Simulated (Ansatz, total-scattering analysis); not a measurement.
**ethanol: run and scatter**

Aim: the structure of ethanol at 340 K, and the X-ray and neutron patterns it would give.

Method: ab initio molecular dynamics with Ansatz (revPBE-D3(BJ), plane waves, PAW default files, Langevin thermostat, no spin, fixed volume, H with the mass of D). Composition: 12 ethanol; C 22.2, O 11.1, H 66.7 atom %; 108 atoms. The average runs over 0.50 ps of 108 atoms, so shells between rare elements are rough. Mean temperature 339 K, largest m.s.d. 1.28 Å², energy drift +0 meV an atom (last third less first, no steady trend), Langevin friction 10 ps⁻¹; the first quarter of the run is discarded. Preparation: last frame of a classical run of this cell, a melt at this density, then 0.4 ps at 340 K with a cheaper basis and a friction of 10 ps⁻¹ (mean temperature of the first stage 337 K), too short to forget the start in full. So short a stretch relaxes bonds and nearest shells but still remembers its start.

## The run

The step of 1 fs has to resolve the fastest vibration, that of H (given the mass of D, which leaves classical structure unchanged and allows a longer step). The volume is fixed, since the run is too short for a cell to find its own; the mean pressure then hints how far the functional is from its own density, with errors up to a few GPa from cell size, k-points and loose SCF steps (the program warns of the last). One k-point, Γ, is the usual economy for a cell of this size. Smeared occupations keep the forces smooth should levels come near the Fermi energy. A dispersion term is added because semilocal functionals bind large anions and molecules too weakly, which shows as excess pressure at a given density. A Langevin thermostat samples the right structure once equilibrated, but its friction lowers diffusion.

Contents of input.yaml:

```yaml
crystal:
  lattice:
    - [10.5133, 0.0, 0.0]
    - [0.0, 10.5133, 0.0]
    - [0.0, 0.0, 10.5133]
  atoms:
    - { symbol: C, position: [0.04353, 0.66644, 0.88557] }
    - { symbol: C, position: [0.15285, 0.57522, 0.86607] }
    - { symbol: O, position: [0.23422, 0.56196, 0.97316] }
    - { symbol: H, position: [0.05786, 0.77435, 0.88743] }
[... 102 atom lines left out ...]
    - { symbol: H, position: [0.6259, 0.93452, 0.42331] }
    - { symbol: H, position: [0.59145, 0.01665, 0.23574] }
kpoints:
  mp_grid: { grid: [1, 1, 1] }
scf:
  occupations: { method: fermi_dirac, width: 0.0293 }
hamiltonian:
  xc: revpbe
  pseudopotentials: { kind: paw }
  dispersion: d3bj
output:
  forces: true
  stress: true
md:
  timestep: 1.0
  n_steps: 665
  ensemble: nvt_langevin
  temperature: 340.0
  initial_velocities: maxwell_boltzmann
  seed: 7
  masses: [{ species: H, mass: 2.014 }]
```

```console
$ ansatz run input.yaml --threads 4 --pin off --max-ram 10240MiB --backend cpu --events-out ev --progress --plain --runs-dir out
```

```text
Warning: md: disabling space-group detection — thermal motion breaks the input geometry's symmetry, so no spatial operation reduces the k-mesh or symmetrises the density; time reversal is kept, so that k and −k are [...]
Warning: output.stress: scf.convergence.dr2_threshold = 1e-7 eV (the SCF's general default) is looser than the 1.08e-8 eV advised for a printed stress (1e-10 eV for each atom of the cell: 108). What an SCF threshold [...]
Warning: RAYON_NUM_THREADS=4 ignored (pool sized by the plan → 4); use --threads N
Engine: ansatz 0.2.0, aarch64-unknown-linux-gnu
Pseudopotential: C, paw, valence charge 4, recommended cutoff 420 eV (normal), C.paw.azcp
Pseudopotential: O, paw, valence charge 6, recommended cutoff 420 eV (normal), O.paw.azcp
Pseudopotential: H, paw, valence charge 1, recommended cutoff 420 eV (normal), H.paw.azcp
Functional definition: revPBE
Crystal: 108 atoms, lattice volume = 1162.030 Å³
Basis set: ecut = 420 eV, 22743 PW (Γ), exchange–correlation on 144×144×144 points (8 copies of the dense FFT grid, shifted against one another)
Bands: 228, of which v1, the nominal top of the filled ones, is band 120 counted from 1 (119 counted from 0)
k-points: 1
[... other set-up lines, SCF lines and steps between those shown are left out ...]
md step     0: t =     0.00 fs  T =   336.9 K  F+E_penalty+E_count = -14035.73679820 eV  E_kin = 4.702479 eV  P_inst = 0.9785 GPa  (9 SCF iters)
md step     1: t =     1.00 fs  T =   336.3 K  F+E_penalty+E_count = -14035.85195849 eV  E_kin = 4.694228 eV  P_inst = 0.9357 GPa  (8 SCF iters, 3 dispersion substeps)
md step    26: t =    26.00 fs  T =   332.1 K  F+E_penalty+E_count = -14035.51668578 eV  E_kin = 4.636835 eV  P_inst = 0.4278 GPa  (7 SCF iters, 3 dispersion substeps)
md step    52: t =    52.00 fs  T =   361.3 K  F+E_penalty+E_count = -14035.84794192 eV  E_kin = 5.043636 eV  P_inst = -0.3735 GPa  (6 SCF iters, 3 dispersion substeps)
md step    78: t =    78.00 fs  T =   326.2 K  F+E_penalty+E_count = -14035.58726366 eV  E_kin = 4.553517 eV  P_inst = -0.5866 GPa  (6 SCF iters, 3 dispersion substeps)
md step   104: t =   104.00 fs  T =   333.4 K  F+E_penalty+E_count = -14035.69168722 eV  E_kin = 4.654883 eV  P_inst = -0.2885 GPa  (6 SCF iters, 3 dispersion substeps)
md step   130: t =   130.00 fs  T =   286.7 K  F+E_penalty+E_count = -14035.58246562 eV  E_kin = 4.002806 eV  P_inst = 0.8212 GPa  (8 SCF iters, 3 dispersion substeps)
md step   156: t =   156.00 fs  T =   344.2 K  F+E_penalty+E_count = -14036.10569684 eV  E_kin = 4.805381 eV  P_inst = -0.5569 GPa  (6 SCF iters, 3 dispersion substeps)
md step   182: t =   182.00 fs  T =   306.0 K  F+E_penalty+E_count = -14035.61202014 eV  E_kin = 4.271364 eV  P_inst = -0.3139 GPa  (6 SCF iters, 3 dispersion substeps)
md step   208: t =   208.00 fs  T =   343.0 K  F+E_penalty+E_count = -14036.00804702 eV  E_kin = 4.788223 eV  P_inst = 0.3666 GPa  (7 SCF iters, 3 dispersion substeps)
md step   234: t =   234.00 fs  T =   336.5 K  F+E_penalty+E_count = -14035.29030778 eV  E_kin = 4.697910 eV  P_inst = 0.1015 GPa  (6 SCF iters, 3 dispersion substeps)
md step   260: t =   260.00 fs  T =   296.5 K  F+E_penalty+E_count = -14035.48980097 eV  E_kin = 4.139834 eV  P_inst = 0.3472 GPa  (8 SCF iters, 3 dispersion substeps)
md step   286: t =   286.00 fs  T =   302.6 K  F+E_penalty+E_count = -14035.53114089 eV  E_kin = 4.224447 eV  P_inst = 0.6002 GPa  (7 SCF iters, 3 dispersion substeps)
md step   312: t =   312.00 fs  T =   317.3 K  F+E_penalty+E_count = -14036.21792233 eV  E_kin = 4.430198 eV  P_inst = -0.0744 GPa  (7 SCF iters, 3 dispersion substeps)
md step   338: t =   338.00 fs  T =   345.3 K  F+E_penalty+E_count = -14036.09879124 eV  E_kin = 4.820090 eV  P_inst = 0.2759 GPa  (6 SCF iters, 3 dispersion substeps)
md step   364: t =   364.00 fs  T =   327.5 K  F+E_penalty+E_count = -14035.82975099 eV  E_kin = 4.571957 eV  P_inst = 1.0644 GPa  (6 SCF iters, 3 dispersion substeps)
md step   390: t =   390.00 fs  T =   341.5 K  F+E_penalty+E_count = -14035.47995613 eV  E_kin = 4.766853 eV  P_inst = 0.5926 GPa  (8 SCF iters, 3 dispersion substeps)
md step   416: t =   416.00 fs  T =   346.1 K  F+E_penalty+E_count = -14036.27647163 eV  E_kin = 4.830920 eV  P_inst = 0.2336 GPa  (6 SCF iters, 3 dispersion substeps)
md step   442: t =   442.00 fs  T =   364.1 K  F+E_penalty+E_count = -14035.63510183 eV  E_kin = 5.083039 eV  P_inst = -1.0839 GPa  (7 SCF iters, 3 dispersion substeps)
md step   468: t =   468.00 fs  T =   367.3 K  F+E_penalty+E_count = -14035.94066236 eV  E_kin = 5.127768 eV  P_inst = -0.2216 GPa  (6 SCF iters, 3 dispersion substeps)
md step   494: t =   494.00 fs  T =   389.4 K  F+E_penalty+E_count = -14036.23012418 eV  E_kin = 5.436750 eV  P_inst = 0.0663 GPa  (6 SCF iters, 3 dispersion substeps)
md step   520: t =   520.00 fs  T =   339.1 K  F+E_penalty+E_count = -14036.00489637 eV  E_kin = 4.733580 eV  P_inst = -0.1851 GPa  (8 SCF iters, 3 dispersion substeps)
md step   546: t =   546.00 fs  T =   331.8 K  F+E_penalty+E_count = -14035.95701654 eV  E_kin = 4.631423 eV  P_inst = -0.4398 GPa  (6 SCF iters, 3 dispersion substeps)
md step   572: t =   572.00 fs  T =   319.2 K  F+E_penalty+E_count = -14035.69646551 eV  E_kin = 4.456366 eV  P_inst = 0.3739 GPa  (6 SCF iters, 3 dispersion substeps)
md step   598: t =   598.00 fs  T =   322.7 K  F+E_penalty+E_count = -14035.37297051 eV  E_kin = 4.505410 eV  P_inst = 0.6830 GPa  (6 SCF iters, 3 dispersion substeps)
md step   624: t =   624.00 fs  T =   360.6 K  F+E_penalty+E_count = -14035.71341035 eV  E_kin = 5.033992 eV  P_inst = 0.6193 GPa  (6 SCF iters, 3 dispersion substeps)
md step   650: t =   650.00 fs  T =   340.4 K  F+E_penalty+E_count = -14035.98142206 eV  E_kin = 4.752266 eV  P_inst = -0.2055 GPa  (8 SCF iters, 3 dispersion substeps)
[... last step's energies and forces left out ...]
--- MD trajectory: 665 steps, t = 0.0 → 665.0 fs ---
  final state: T = 321.0 K   F+E_penalty+E_count = -14035.82068473 eV   E_kin = 4.481099 eV
```

It took 36 min on 4 threads of Arm Neoverse V2, with other jobs on the host, peak memory 1.2 GiB.

## Analysis

S(Q) is the Faber–Ziman total, Σ ci cj fi fj (Sij − 1)/⟨f⟩² + 1. Below 4 Å⁻¹ the partials are summed on the cell's own reciprocal vectors (from 0.60 Å⁻¹) and folded with a Gaussian of σ = 0.13 Å⁻¹; above it they are transforms of g(r) out to 7.1 Å, tapered over the last 40 %. The fold lowers sharp peaks, and with so few vectors their positions are good to about 0.1 Å⁻¹. X-rays take neutral-atom form factors, neutrons coherent lengths (C 6.6472, O 5.8037, H 6.6681 fm). Hydrogen is taken as deuterium. G(r) = 4πrρ₀[g(r) − 1] carries the resolution of a Lorch-windowed transform up to 20 Å⁻¹. The patterns are simulated, not measured. The cell is small: beyond half the box only the part of each shell inside it is counted, and low-Q values rest on few vectors. It is averaged over 125 frames.

| T (K) | state | density (g/cm³) | first clear X-ray maximum (Å⁻¹) | its height (X-ray) | first clear neutron maximum (Å⁻¹) | its height (neutron) | O–O (Å) | O around O | held | D over the elements, rough (10⁻⁹ m²/s) |
| --- | --- | --- | --- | --- | --- | --- | --- | --- | --- | --- |
| 340 | liquid | 0.790 | 1.51 | 2.93 | 1.46 | 1.98 | 2.71 | 2.06 | volume, 0.1 GPa mean | - |

neutron S(Q):

```csv
Q (Å⁻¹),340 K
0.8,0.34
1.1,0.91
1.4,1.93
1.7,1.27
2.0,0.91
2.3,0.83
2.6,0.93
2.9,0.94
3.2,0.96
3.5,0.89
3.8,0.89
4.1,0.84
4.4,0.80
4.7,0.79
5.0,0.79
5.3,0.82
5.6,0.92
5.9,1.03
6.2,1.09
6.5,1.11
6.8,1.14
7.1,1.16
7.4,1.15
7.7,1.11
8.0,1.08
8.3,1.06
8.6,1.03
8.9,0.98
```

At 340 K the maxima of S(Q), Q in Å⁻¹ (height), are X-ray: 1.51 (2.93), 2.43 (0.99), 3.69 (0.78), 5.40 (1.41); neutron: 1.46 (1.98), 3.21 (0.96), 7.15 (1.16), 12.69 (1.09). Its shells:

| pair | first peak (Å) | g there | first minimum (Å) | g there | neighbours | kind | X-ray weight (f = Z) | neutron weight |
| --- | --- | --- | --- | --- | --- | --- | --- | --- |
| O–H | 0.98 | 15.0 | 1.26 | 0.00 | 1.0 H per O, 0.2 O per H | within molecules | 0.14 | 0.13 |
| C–H | 1.10 | 26.9 | 1.40 | 0.00 | 2.5 H per C, 0.8 C per H | within molecules | 0.21 | 0.30 |
| C–O | 1.44 | 18.3 | 1.86 | 0.00 | 0.5 O per C, 1.0 C per O | within molecules | 0.28 | 0.04 |
| C–C | 1.53 | 16.8 | 1.96 | 0.00 | 1.0 | within molecules | 0.21 | 0.05 |
| H–H | 1.78 | 3.4 | 2.04 | 0.33 | 1.4 | within molecules | 0.05 | 0.46 |
| O–O | 2.71 | 4.4 | 3.70 | 0.07 | 2.1 | between molecules | 0.09 | 0.01 |

The tapered transform alone would put 1.77 at the neutron maximum of 1.46 Å⁻¹, where the reciprocal vectors give 1.98: a cut in r lowers sharp peaks, which is why the direct sum is used there.

**Reading.** Distances within molecules give the sharpest pair functions, and with hydrogen they rule the neutron S(Q) at high Q: O–H 0.98 Å, C–H 1.10 Å, C–O 1.44 Å, C–C 1.53 Å and H–H 1.78 Å (first peaks only). Between molecules or ions, shells with a clear end include O–O at 2.71 Å (2.1 O per O). On the last frame 92 % of the H on O, N or F point at an acceptor of another molecule or at an anion within hydrogen-bond range (2.35 Å to O, N, F; 2.85 Å to Cl, Br, I).

[Logs are printed without paths, hosts, clocks, repeated set-up lines and the standing remarks that a program may print on its own settings, such as how far it seeks lower states.]
